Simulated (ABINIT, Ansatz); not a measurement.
# How the form of the self-energy moves the gap of KRb2BiF6 (Fm-3m), part 2 of 2

How much does the gap of KRb2BiF6 (Fm-3m) depend on the approximation to the self-energy?

ABINIT 10.8.3; LDA and many-body steps on it, plane waves. Known limits of the many-body steps: not at the basis limit; no spin-orbit coupling; coarse k mesh.

So far. Step 5 (G0W0, von der Linden-Horsch plasmon pole): Against G0W0 in ABINIT (2×2×2 mesh, 236 bands, screening to 141.5 eV, Godby-Needs plasmon pole), the gap moves by −0.003 eV. Step 6 (G0W0, Engel-Farid plasmon pole): Against G0W0 in ABINIT (2×2×2 mesh, 236 bands, screening to 141.5 eV, Godby-Needs plasmon pole), the gap moves by −0.011 eV.

## (7) One-shot Hartree-Fock

This step: one-shot Hartree-Fock on LDA, plane waves, norm-conserving pseudopotentials.

Input file run.abi:

```
acell 3*1.0 Angstrom
rprim 
  -0.000000000000 4.684500000000 4.684500000000
  4.684500000000 -0.000000000000 4.684500000000
  4.684500000000 4.684500000000 -0.000000000000
ntypat 4
znucl 19 37 83 9
natom 10
typat 1 2 2 3 4 4 4 4 4 4
xred 
  0.500000000000 0.500000000000 0.500000000000
  0.250000000000 0.250000000000 0.250000000000
  0.750000000000 0.750000000000 0.750000000000
  -0.000000000000 0.000000000000 -0.000000000000
  0.765000000000 0.235000000000 0.235000000000
  0.235000000000 0.765000000000 0.235000000000
  0.235000000000 0.765000000000 0.765000000000
  0.765000000000 0.235000000000 0.765000000000
  0.235000000000 0.235000000000 0.765000000000
  0.765000000000 0.765000000000 0.235000000000
pp_dirpath "pseudos"
pseudos "K.upf, Rb.upf, Bi.upf, F.upf"
ecut 36
ngkpt 2 2 2
nshiftk 1
shiftk 0 0 0
kptopt 1
chksymbreak 0
istwfk *1
occopt 1
irdwfk 1
optdriver 4
nband 50
gwcalctyp 5
ecutsigx 36
symsigma 1
nkptgw 2
kptgw 
  0.5000000000 0.0000000000 0.0000000000
  0.0000000000 0.0000000000 0.0000000000
bdgw 
  45 49
  43 50
ixc_sigma 40
fftgw 31
indata_prefix "in"
outdata_prefix "out"
tmpdata_prefix "tmp"
```

Launch:

```sh
$ OMP_NUM_THREADS=1 mpirun -n 8 abinit run.abi > log
```

Numbers of over 12 decimals in the logs are rounded to 6 here.

Output:

```text
.Version 10.8.3 of ABINIT. v10.8.2 released Aug 2026.

 Symmetries : space group Fm -3 m (#225); Bravais cF (face-center cubic)
[... echo of the input left out ...]
== DATASET  1 ==================================================================
-   mpi_nproc: 8, omp_nthreads: 1 (-1 if OMP is not activated)

--- !DatasetInfo
iteration_state: {dtset: 1, }
dimensions: {natom: 10, nkpt: 3, mband: 50, nsppol: 1, nspinor: 1, nspden: 1, mpw: 14344, }
cutoff_energies: {ecut:  36.0, pawecutdg:  -1.0, }
[...]
Band     E0 <VxcDFT>   SigX SigC(E0)      Z dSigC/dE  Sig(E)    E-E0       E
[...]
49   6.188 -13.061  -8.374   0.000   1.000   0.000  -8.374   4.687  10.875
       50   6.188 -13.061  -8.374   0.000   1.000   0.000  -8.374   4.687  10.875

== END DATASET(S) ==============================================================
================================================================================

 -outvars: echo values of variables after computation  --------
           etotal      0.0000000000E+00
            nband          50
             nkpt           3
          spgroup         225
 [... the other variables as echoed above ...]

 Calculation completed.
```

The job ended after 12 s (8 MPI ranks of Arm Neoverse N1, shared host; peak memory 3.3 GiB; 94 s of CPU time).

Numbers from this step:

| Quantity | Value |
| --- | --- |
| quasiparticle gap on the points computed | 13.22 eV |
| starting gap on the mesh | 4.376 eV |
| k of the valence top | 0.5, 0, 0 |
| k of the conduction bottom | 0, 0, 0 |
| least direct quasiparticle gap on the computed points | 13.46 eV |

Against G0W0 in ABINIT (2×2×2 mesh, 236 bands, screening to 141.5 eV, Godby-Needs plasmon pole), the gap moves by +6.291 eV.

## (8) Screening, 2×2×2 mesh, 236 bands, screening to 141.5 eV

This step: RPA screening on LDA, plane waves, norm-conserving pseudopotentials.

run.abi: that of step 7 with these lines changed.

```diff
@@ -31,16 +31,14 @@
 irdwfk 1
-optdriver 4
-nband 50
-gwcalctyp 5
-ecutsigx 36
-symsigma 1
-nkptgw 2
-kptgw 
-  0.5000000000 0.0000000000 0.0000000000
-  0.0000000000 0.0000000000 0.0000000000
-bdgw 
-  45 49
-  43 50
-ixc_sigma 40
-fftgw 31
+optdriver 3
+nband 236
+ecuteps 5.2
+inclvkb 2
+awtr 1
+symchi 1
+gwcalctyp 2
+nfreqre 16
+freqremax 40 eV
+nfreqim 8
+spmeth 1
+nomegasf 120
 indata_prefix "in"
```

Output:

```text
.Version 10.8.3 of ABINIT. v10.8.2 released Aug 2026.

 Symmetries : space group Fm -3 m (#225); Bravais cF (face-center cubic)
[... echo of the input left out ...]
== DATASET  1 ==================================================================
-   mpi_nproc: 8, omp_nthreads: 1 (-1 if OMP is not activated)

--- !DatasetInfo
iteration_state: {dtset: 1, }
dimensions: {natom: 10, nkpt: 3, mband: 236, nsppol: 1, nspinor: 1, nspden: 1, mpw: 14344, }
cutoff_energies: {ecut:  36.0, pawecutdg:  -1.0, }
electrons: {nelect:   9.20000000E+01, charge:   0.00000000E+00, occopt:   1.00000000E+00, tsmear:   1.00000000E-02, }

 SCREENING: Calculation of the susceptibility and dielectric matrices

 Based on a program developped by R.W. Godby, V. Olevano, G. Onida, and L. Reining.
 Incorporated in ABINIT by V. Olevano, G.-M. Rignanese, and M. Torrent.
.Using double precision arithmetic ; gwpc =  8

[... cell and pseudopotentials left out ...]
--------------------------------------------------------------------------------

 ==== K-mesh for the wavefunctions ====
 Number of points in the irreducible wedge :     3
[... list of points left out ...]
 Together with 48 symmetry operations and time-reversal symmetry
 yields     8 points in the full Brillouin Zone.

 ==== Q-mesh for the screening function ====
 Number of points in the irreducible wedge :     3
[... list of points left out ...]
 Together with 48 symmetry operations and time-reversal symmetry
 yields     8 points in the full Brillouin Zone.

 setmesh: FFT mesh size selected  =    48x   48x   48
          total number of points  =       110592

 vcoul_init : cutoff-mode = AUXILIARY_FUNCTION
 q-points for optical limit:   1
     1)      0.000010    0.000020    0.000030

- screening: taking advantage of time-reversal symmetry
- Maximum band index for partially occupied states nbvw = 46
- Remaining bands to be divided among processors   nbcw = 190
- Number of bands treated by each node ~23

 Number of electrons calculated from density =   92.0000; Expected =   92.0000
 average of density, n =  0.066309
 r_s =    1.5327
 omega_plasma =   24.8394 [eV]

 calculating chi0 at frequencies [eV] :
  1    0.000000E+00    0.000000E+00
  2    2.666667E+00    0.000000E+00
  3    5.333333E+00    0.000000E+00
[...]
23    0.000000E+00    6.326167E+01
 24    0.000000E+00    8.907311E+01

--------------------------------------------------------------------------------
  q-point number  1        q = ( 0.000000, 0.000000, 0.000000) [r.l.u.]
--------------------------------------------------------------------------------
[... chi0 elements left out ...]
  [... further frequencies ...]

 No. of calculated frequencies >  15, stop printing
 For q-point:  0.000010 0.000020 0.000030
  dielectric constant =   2.2254
  dielectric constant without local fields =   2.6067

  Average fulfillment of the sum rule on Im[epsilon] for q-point    1 :     54.32  [%]
[... wings left out ...]
  q-point number  2        q = ( 0.500000, 0.000000, 0.000000) [r.l.u.]
--------------------------------------------------------------------------------
[... chi0 elements left out ...]
  [... further frequencies ...]

 No. of calculated frequencies >  15, stop printing
  Average fulfillment of the sum rule on Im[epsilon] for q-point    2 :     59.06  [%]

 [... 1 further q-points ...]
```

It took 5.3 min on 8 MPI ranks; peak memory 13 GiB; 43 min of CPU time.

Numbers from this step:

- ε∞ with local fields, on this mesh, along the program's q direction: 2.225
- the same without local fields: 2.607
- plasma frequency: 24.84 eV
- plane waves in the screening matrix: 749

## (9) G0W0, contour deformation

This step: G0W0 on LDA, plane waves, norm-conserving pseudopotentials.

run.abi: that of step 8 with these lines changed.

```diff
@@ -31,14 +31,17 @@
 irdwfk 1
-optdriver 3
+optdriver 4
 nband 236
+gwcalctyp 2
+ecutsigx 36
+symsigma 1
+nkptgw 2
+kptgw 
+  0.5000000000 0.0000000000 0.0000000000
+  0.0000000000 0.0000000000 0.0000000000
+bdgw 
+  45 49
+  43 50
 ecuteps 5.2
-inclvkb 2
-awtr 1
-symchi 1
-gwcalctyp 2
-nfreqre 16
-freqremax 40 eV
-nfreqim 8
-spmeth 1
-nomegasf 120
+irdscr 1
+gwmem 01
 indata_prefix "in"
```

Output:

```text
.Version 10.8.3 of ABINIT. v10.8.2 released Aug 2026.

 Symmetries : space group Fm -3 m (#225); Bravais cF (face-center cubic)
[... echo of the input left out ...]
== DATASET  1 ==================================================================
-   mpi_nproc: 8, omp_nthreads: 1 (-1 if OMP is not activated)

--- !DatasetInfo
iteration_state: {dtset: 1, }
dimensions: {natom: 10, nkpt: 3, mband: 236, nsppol: 1, nspinor: 1, nspden: 1, mpw: 14344, }
cutoff_energies: {ecut:  36.0, pawecutdg:  -1.0, }
[...]
Band     E0 <VxcDFT>   SigX SigC(E0)      Z dSigC/dE  Sig(E)    E-E0       E
[...]
50   6.188 -13.061  -8.374  -2.157   0.852  -0.173 -10.905   2.156   8.344
       50   0.000   0.000   0.000   0.000   0.000   0.000   0.000   0.000   0.000

== END DATASET(S) ==============================================================
================================================================================

 -outvars: echo values of variables after computation  --------
           etotal      0.0000000000E+00
            nband         236
             nkpt           3
          spgroup         225
 [... the other variables as echoed above ...]

 Calculation completed.
```

Run time: 61 s. Hardware: 8 MPI ranks; peak memory 4.7 GiB.

This step gave:

```
G0W0 gap on the points computed              : 6.905 eV
starting gap on the mesh                     : 4.376 eV
k of the valence top                         : 0.5, 0, 0
k of the conduction bottom                   : 0, 0, 0
least direct G0W0 gap on the computed points : 7.367 eV
```

Against G0W0 in ABINIT (2×2×2 mesh, 236 bands, screening to 141.5 eV, Godby-Needs plasmon pole), the gap moves by −0.021 eV.

## (10) The runs together

Times are wall times on 8 MPI ranks of Arm Neoverse N1, shared host, good to a factor of about two. A run's time includes the screening step that it read.

| run | mesh | bands | screening cutoff (eV) | DFT gap (eV) | gap on the mesh (eV) | direct (eV) | ε∞ used | time |
| --- | --- | --- | --- | --- | --- | --- | --- | --- |
| G0W0, Godby-Needs plasmon pole | 2×2×2 | 236 | 141.5 | 4.376 | 6.926 | 7.394 | 2.21 | 7.5 min |
| G0W0, von der Linden-Horsch plasmon pole | 2×2×2 | 236 | 141.5 | 4.376 | 6.923 | 7.477 | 2.21 | 6.6 min |
| G0W0, Engel-Farid plasmon pole | 2×2×2 | 236 | 141.5 | 4.376 | 6.915 | 7.403 | 2.21 | 6.5 min |
| one-shot Hartree-Fock | 2×2×2 | - | - | 4.376 | 13.217 | 13.461 | - | 12 s |
| G0W0, contour deformation | 2×2×2 | 236 | 141.5 | 4.376 | 6.905 | 7.367 | 2.23 | 6.4 min |

## (11) Outcome

```yaml
g0w0_godby_needs_plasmon_pole: 6.926 eV
g0w0_von_der_linden_horsch_plasmon_pole: 6.923 eV
g0w0_engel_farid_plasmon_pole: 6.915 eV
one_shot_hartree_fock: 13.217 eV
g0w0_contour_deformation: 6.905 eV
known_limits: not at the basis limit; no spin-orbit coupling; coarse k mesh
```

In words: G0W0, von der Linden-Horsch plasmon pole: −0.003 eV against G0W0, Godby-Needs plasmon pole. G0W0, Engel-Farid plasmon pole: −0.011 eV against G0W0, Godby-Needs plasmon pole. One-shot Hartree-Fock: +6.291 eV against G0W0, Godby-Needs plasmon pole. G0W0, contour deformation: −0.021 eV against G0W0, Godby-Needs plasmon pole. Bare exchange alone opens the gap to 13.22 eV; against G0W0, correlation takes back 6.29 eV. Bands and cutoff are finite, so the gap is not at the basis limit. The miss can reach some tenths of an eV and take either sign; the mesh is an error of its own. In the G0W0 runs levels were corrected at 2 k points alone, so a gap called «on the mesh» is the least over those, and an edge elsewhere would be missed. The 2×2×2 mesh is coarse for this cell, which bears on the long-range parts of exchange and screening. Where an edge is built on 6p states of lead, bismuth or thallium, scalar-relativistic gaps usually stand too wide, by a few tenths to over one eV. The many-body steps are scalar-relativistic: spin-orbit coupling is not in them.

[Paths, hosts, dates, memory and timing lines, banners, echoed tables and standing remarks are left out of the program output.]

[Logs are printed without paths, hosts, clocks, repeated set-up lines and the standing remarks that a program may print on its own settings, such as how far it seeks lower states.]

[Runs of the session that timed out or met a known fault of the program may be left out.]

[Hosts, paths, dates, database ids (printed as entryN), source tags and the programs' standing remarks are cut or masked in the printed files.]

[G0W0 gaps are taken among the corrected bands and points alone; a level outside them can change the order at an edge.]

[Where Ansatz stands beside ABINIT at settings called matched, ABINIT's density can come from a denser mesh and the files from another edition; pairs whose starting gaps differed by over 0.03 eV were left out, so agreement reads better than it is.]
